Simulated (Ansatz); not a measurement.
# What TlBr3 (model cell, started as ReO3 type) distorts into, part 3 of 3

Aim: this structure of TlBr3 (model cell, started as ReO3 type) is to be tested for unstable modes, and one is followed downhill.

Ansatz 0.2.0; DFT PBEsol, scalar-relativistic, plane waves, norm-conserving pseudopotentials.

So far. Step 5 (Energy along the mode, all amplitudes (two of the runs …): The lowest of the steps tried is at 0.45 Å, 9.41 meV/atom below the parent; the bottom of the well need not coincide with a step. Step 7 (The new phase in its own primitive cell): The largest force component left is 0.49 meV/Å and the pressure is 0.000 GPa, within the tolerances set. The cell now holds 41.09 Å³/atom. The relaxed cell has a = 5.415, c = 11.210 Å (conventional setting).

The structure was built from a prototype and need not be the compound's stable phase.

## (8) Modes of the new phase, k-mesh 8×8×4

A relaxed structure may still be a saddle point, so its zone-centre modes are computed. No field response is asked, since the mesh shows no gap.

The input, input.yaml:

```yaml
crystal:
  lattice:
    - [5.4151299581, 0.0, 0.0]
    - [0.0, 5.4151299581, 0.0]
    - [0.0, 0.0, 11.2101918286]
  atoms:
    - { symbol: Tl, position: [0.0, 0.0, 0.2570425304] }
    - { symbol: Tl, position: [0.0, 0.0, 0.7429574696] }
    - { symbol: Br, position: [0.5, 0.0, 0.2033697417] }
    - { symbol: Br, position: [0.5, 0.0, 0.7966302583] }
    - { symbol: Br, position: [0.0, 0.5, 0.2033697417] }
    - { symbol: Br, position: [0.0, 0.5, 0.7966302583] }
    - { symbol: Br, position: [0.0, 0.0, 0.0] }
    - { symbol: Br, position: [0.0, 0.0, 0.5] }
kpoints:
  mp_grid: { grid: [8, 8, 4] }
hamiltonian:
  xc: pbesol
  pseudopotentials: { kind: nc }
scf:
  occupations: { method: methfessel_paxton, width: 0.2 }
output:
  eigenvalues: true
phonons:
  method: dfpt
```

On the command line:

```
ansatz run input.yaml --threads 4 --pin off --max-ram 7168MiB --backend cpu --events-out ev --progress --plain --runs-dir out
```

Numbers of over 12 decimals in the logs are rounded to 6 here.

The log of the run:

```text
zone centre: on kpoints.mp_grid the ground state, and the responses unless they are solved on pairs of k-points, stand on 75 of the mesh's 256 k-points, reduced under 4 symmetry operations, with k and −k counted as one. Each operation leaves every solved displacement unchanged or reverses it
[...]
Crystal: 8 atoms, lattice volume = 328.724 Å³
Basis set: ecut = 843.552974 eV, 18345 PW (Γ), exchange–correlation on 108×108×216 points (8 copies of the dense FFT grid, shifted against one another)
Bands: 42, of which v1, the nominal top of the filled ones, is band 34 counted from 1 (33 counted from 0)
Symmetry: 16 space group operations
k-points: 75 of 256 (irreducible under 4 space group operations, time reversal used)
[...]
SCF iter   1: F=—  HF=-5873.474135 eV  |F-HF|=—  |Δ(HF+E_count)|=         —  Δρ=3.32e-2  dr2=1.13e1  ethr=3.10e-3  ⟨swp⟩=7.3  Hψ=14534  notcnv=0
[...]
SCF iter  12: F=-5871.072079 eV  HF=-5871.072079 eV  |F-HF|=2.73e-12  |Δ(HF+E_count)|=  2.18e-11  S|Δr|=    0.00e0  Δρ=4.95e-8  dr2=7.14e-12  ethr=1.00e-12  ⟨swp⟩=17.1  Hψ=26488  notcnv=0
SCF 1 converged in 12 iterations: F = -5871.072079 eV  dr2 = 7.14e-12
DFPT response loops at Γ: preconditioner auto → none (partly filled bands, converged f_vac=0.242); β = 0.50; Broyden in place of MSR1
the run's response loops start from zero, take more passes and end by a threshold: the memory limit or budget leaves too little room for the subspace of the ground state's own states beside the solves, or none could be made (phonons.method)
SCF converged after 12 iterations
[...]
Free energy (F): -5871.072079 eV
[...]
Internal energy: -5871.072773 eV  (E = F + TS)
E sigma→0 (E₀):  -5871.072253 eV
Entropy (-TS):   0.000694 eV (0.087 meV/atom)
Fermi energy:    0.812902 eV
[...]
--- Band table (eV; the first three rows and the last of 75) ---
  k-point 0: bands = [... 30 lower, 0.0992, 0.1663, 0.1663, 0.2384, 0.2384, 2.1642, 5.4203, 6.8598, ... 4 higher]
  k-point 1: bands = [... 30 lower, 0.0935, 0.1673, 0.1673, 0.2155, 0.2155, 1.7178, 5.8548, 7.1844, ... 4 higher]
  k-point 2: bands = [... 30 lower, 0.0827, 0.1707, 0.1707, 0.1891, 0.1891, 1.2691, 6.3295, 6.9009, ... 4 higher]
  k-point 74: bands = [... 30 lower, 0.5285, 0.5285, 0.7701, 0.7860, 2.3748, 3.6688, 5.6382, 5.6382, ... 4 higher]
--- Phonons (Γ-DFPT): 9 representative perturbations + reference, on 75 of 256 k-points (Σ response iterations 73) ---
  k mesh reduced under 4 symmetry operations, with k and −k counted as one. Each operation leaves every solved displacement unchanged or reverses it
  ASR residual: 4.187e-4 → 0.000e0 eV/Å²; symmetrization residual: 2.361e-4 eV/Å²
  ASR residual per site (eV/Å²): 4.19e-4 4.19e-4 1.62e-4 1.62e-4 1.62e-4 1.62e-4 2.85e-4 3.17e-4
  Γ frequencies (cm⁻¹): -41.32 -41.32 0.00 0.00 0.00 12.19 12.19 15.17 15.17 24.72 24.72 36.93 36.93 36.98 43.57 52.03 55.00 103.57 109.91 148.09 153.71 153.71 154.23 154.23
  non-analytic LO–TO correction: not included (Born effective charges unavailable; polar crystals: no LO–TO splitting at Γ)
```

Wall time 17 min (4 threads of AMD EPYC 7R13 (Zen 3), shared host); peak memory 6.7 GiB; 66 min of CPU time.

Numbers from this step:

```
sum-rule residual before enforcement                    : 4.19e-4 eV/Å²
point group                                             : 4/mmm
highest optical mode at the zone centre (no LO-TO term) : 154.2 cm⁻¹
lowest optical zone-centre mode                         : -41.32 cm⁻¹
```

Patterns of degenerate modes are one choice out of their space. Modes at Γ, with each element's share of the kinetic energy (negative means imaginary):

```
mode  frequency (cm⁻¹)  symmetry  Tl %  Br %
   1             -41.3        Eu    13    87
   2             -41.3        Eu    13    87
   3               0.0  acoustic    46    54
   4               0.0  acoustic    46    54
   5               0.0  acoustic    46    54
   6              12.2        Eg    84    16
   7              12.2        Eg    84    16
   8              15.2        Eu    25    75
   9              15.2        Eu    25    75
  10              24.7        Eg     1    99
  11              24.7        Eg     1    99
  12              36.9        Eu     0   100
  13              36.9        Eu     0   100
  14              37.0       B1g     0   100
  15              43.6       B2u     0   100
  16              52.0       A2u    40    60
  17              55.0       A1g     2    98
  18             103.6       A1g    98     2
  19             109.9       A2u     2    98
  20             148.1       A2u    11    89
  21             153.7        Eg    15    85
  22             153.7        Eg    15    85
  23             154.2        Eu    15    85
  24             154.2        Eu    15    85
```

Displacements in mode 2 (-41.3 cm⁻¹), the largest set to 1:
```
Tl1 -0.18  0.01  0.00
Tl2 -0.18  0.01  0.00
Br3 -0.08  0.00  0.00
Br4 -0.08  0.00  0.00
Br5  0.02  0.01  0.00
Br6  0.02  0.01  0.00
Br7  0.02  0.00  0.00
Br8  1.00 -0.08  0.00
```

Displacements in mode 15 (43.6 cm⁻¹), the largest set to 1:
```
Tl1  0.00  0.00  0.00
Tl2  0.00  0.00  0.00
Br3  0.00  0.00  1.00
Br4  0.00  0.00  1.00
Br5  0.00  0.00 -1.00
Br6  0.00  0.00 -1.00
Br7  0.00  0.00  0.00
Br8  0.00  0.00  0.00
```

Before it was imposed, the acoustic sum rule was missed by 4.2e-4 eV/Å². Small misses are needed for a sound result but don't prove that mesh and cutoff are converged. The lowest optical mode is imaginary, 41.3i cm⁻¹, so the energy falls along it.

## (9) Outcome

| Item | Value |
| --- | --- |
| unstable mode of the parent | q = (0, 0, -0.5), 50i cm⁻¹ |
| depth at the lowest point sampled | 9.41 meV/atom |
| largest atomic shift at that point | 0.45 Å |
| space group reached (within 0.01 Å) | P4/mmm |
| energy gained over the parent (first relaxation, on the mesh of the frozen mode) | 16.8 meV/atom |
| volume per atom, phase reached | 41.1 Å³ |
| lowest optical zone-centre mode, phase reached | -41.3 cm⁻¹ |
| highest optical mode at the zone centre (no LO-TO term), phase reached | 154 cm⁻¹ |

**Reading.** Along this mode the structure falls into P4/mmm, 16.8 meV/atom below the parent. At the parent's cell the well is 9.407 meV/atom deep on the steps tried, with its lowest point at a shift of 0.45 Å. Relaxing atoms and cell changes the gain by +7.42 meV/atom against the lowest step (energies at zero smearing). The new phase still has an imaginary mode at the zone centre of its cell, so it is a saddle point on the way to a lower structure. Of the 3 patterns followed to their end from this parent, this one ends 50.0 meV/atom above the lowest, P4mm. Each path keeps the symmetry of its pattern, so a lower phase may lie along a pattern not tried. With no gap, or one that is small against the smearing, the frequencies hang on the k mesh and the smearing, most of all near Kohn anomalies. A semilocal functional can close a gap that the real compound would have, so the metallic treatment may be an artefact of the level. Spin-orbit coupling is left out, which can matter for the heavy elements here. A phonon run warned that its eigensolver left some bands unconverged in a pass. The starting cell was built on a prototype and not taken from a measurement, so the phase need not exist.

[Logs are printed without paths, hosts, clocks, repeated set-up lines and the standing remarks that a program may print on its own settings, such as how far it seeks lower states.]

[Hosts, paths, dates, database ids (printed as entryN), source tags and the programs' standing remarks are cut or masked in the printed files.]
